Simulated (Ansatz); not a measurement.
# Gate voltage at the highest density: 2H-CrSeTe monolayer

A layer charged from two gates alike needs a voltage that grows with the carrier density; the slope is e over the total capacitance.

Set-up. Ansatz 0.2.0, plane waves with PAW datasets (its set soft_2), PBE-D3(BJ); isolated slab, charged sheets 6 Å from the outer atoms behind model barriers, atoms held, Fermi-Dirac smearing of 0.02585 eV. The voltage is that of the gates (their mean) against the layer's Fermi level, from the uncharged case, which has a gap of 0.39 eV.

| run | added electrons (10¹³ per cm²) | gate voltage (V) |
| --- | --- | --- |
| run 1 | −1.00 | −0.59 |
| run 2 | −2.00 | −1.03 |
| run 3 | −4.00 | −1.90 |
| run 4 | −7.00 | −3.21 |
| run 5 | −11.00 | ? |

Q: Estimate the withheld value from the rows shown.

A least-squares line through the 4 rows shown has slope 0.4364 and intercept −0.1551; no row lies more than 0.01 V off it. The capacitance is 1.602/0.4364 = 3.67 µF/cm², against 2.95 µF/cm² for plates 6 Å apart in vacuum on both sides; it is the larger, as where the added charge has its centre outside the outer atoms (not examined here). The intercept is mostly the shift of the Fermi level from inside the gap to the band edge. At −11.00 it gives 0.4364 × (−11.00) + (−0.1551) = −4.96 V, beyond the rows fitted. Rounding and scatter of the rows alone allow about ±0.012 V there.

The run itself gives −4.97 V: a miss of −0.01 V, or 0.2 % of the value. The line holds within the rounding of the rows.

Caveats: The gates are model sheets, not atoms, and low densities sample few k-points. Spin-orbit coupling is left out, which changes the bands of elements this heavy.
